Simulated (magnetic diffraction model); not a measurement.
# NdBi2Te4 below its ordering temperature

Space group I-42d (no. 122), a = 9.9240 Å, c = 9.2380 Å.

```csv
site,atom,x,y,z
8d,Bi,1/4,0.6526,7/8
4a,Nd,0,0,0
16e,Te,0.0622,0.1932,0.3073
```

The compound is invented for this exercise: a known structure type with other elements, its cell scaled to their sizes and not relaxed.

Only Nd is taken to order (form factors of Nd3+); orders and moment sizes are assumed, and not adapted to the symmetry. Radiation: neutrons of λ = 2.567 Å, 5° to 50°; isotropic B of 0.41 Å² (Bi), 0.46 Å² (Nd) and 0.46 Å² (Te). Simulated constant-wavelength pattern: nuclear and magnetic terms add, the magnetic one as |2.695 fm × Σ f S⊥ exp(2πi Q·r) exp(−B s²)|², summed over all Q at one angle with the factor 1/(sin²θ cos θ). For collinear order S is the moment m, which repeats by lattice and centring translations R with the sign exp(−2πi k·R). Free-ion form factors, Sears's scattering lengths of 1992, no absorption; a label names one of the reflections at its angle. The strongest nuclear line in the range is 100, and lines under 0.2 are left out.

Above the ordering temperature:

```
2θ (°)    index      I
 21.88  (1 0 1)    1.2
 29.98  (2 0 0)    3.6
 37.43  (2 1 1)   12.6
 38.86  (1 1 2)   18.6
 44.62  (2 0 2)    5.9
 48.28  (3 1 0)   75.2
 48.68  (3 0 1)  100.0
```

Below it (cell unchanged):

```tsv
2θ (°)	I
14.86	13.3
15.97	11.6
21.88	1.2
26.56	11.4
29.98	3.6
33.62	5.2
34.15	6.2
35.70	8.4
37.43	12.6
38.86	18.6
44.62	5.9
45.66	1.4
46.07	3.1
47.29	7.8
48.28	75.2
48.68	100.0
49.27	1.2
```

**Question.** Find the propagation vector, then choose among these models:
A. collinear moments along [110], 3.1 μB on Nd; signs + at (0, 0, 0), + at (0, 1/2, 1/4)
B. collinear moments along [010], 3.1 μB on Nd; signs + at (0, 0, 0), + at (0, 1/2, 1/4)
C. collinear moments along [010], 3.1 μB on Nd; signs + at (0, 0, 0), − at (0, 1/2, 1/4)
D. collinear moments along [110], 3.1 μB on Nd; signs + at (0, 0, 0), − at (0, 1/2, 1/4)

The new lines index as (0 1 0) at 14.86°, (0 0 1) at 15.97°, (1 1 1) at 26.56° and (2 1 0) at 33.62°, that is as H ± k with k = (0 1 0). The indices are whole but break the lattice centring, so the moments reverse under a centring translation, those with k·t a half-integer.

Magnetic intensity, observed (below minus above) and for each model:

| 2θ (°) | index | observed | A | B | C | D |
| --- | --- | --- | --- | --- | --- | --- |
| 14.86 | (0 1 0) | 13.3 | 13.3 | 26.7 | <0.2 | 13.3 |
| 15.97 | (0 0 1) | 11.6 | 11.6 | 11.6 | 11.6 | 11.6 |
| 33.62 | (2 1 0) | 5.2 | 5.2 | 2.1 | 8.3 | 5.2 |
| 34.15 | (2 0 1) | 6.2 | 6.2 | 6.2 | 6.2 | 6.2 |
| 35.70 | (1 0 2) | 8.4 | 8.4 | 7.6 | 9.2 | 8.4 |
| 45.66 | (0 3 0) | 1.4 | 1.4 | 2.8 | <0.2 | 1.4 |
| 46.07 | (2 2 1) | 3.1 | 3.1 | 3.1 | 3.1 | 3.1 |
| 47.29 | (1 2 2) | 7.8 | 7.8 | 9.4 | 6.2 | 7.8 |

Models A and D match alike on every line, so these data can't choose among them (such ties are often domains of one structure).

The structure used: k = (0 1 0), collinear moments along [110], 3.1 μB on Nd; signs + at (0, 0, 0), − at (0, 1/2, 1/4).

[Logs are printed without paths, hosts, clocks, repeated set-up lines and the standing remarks that a program may print on its own settings, such as how far it seeks lower states.]
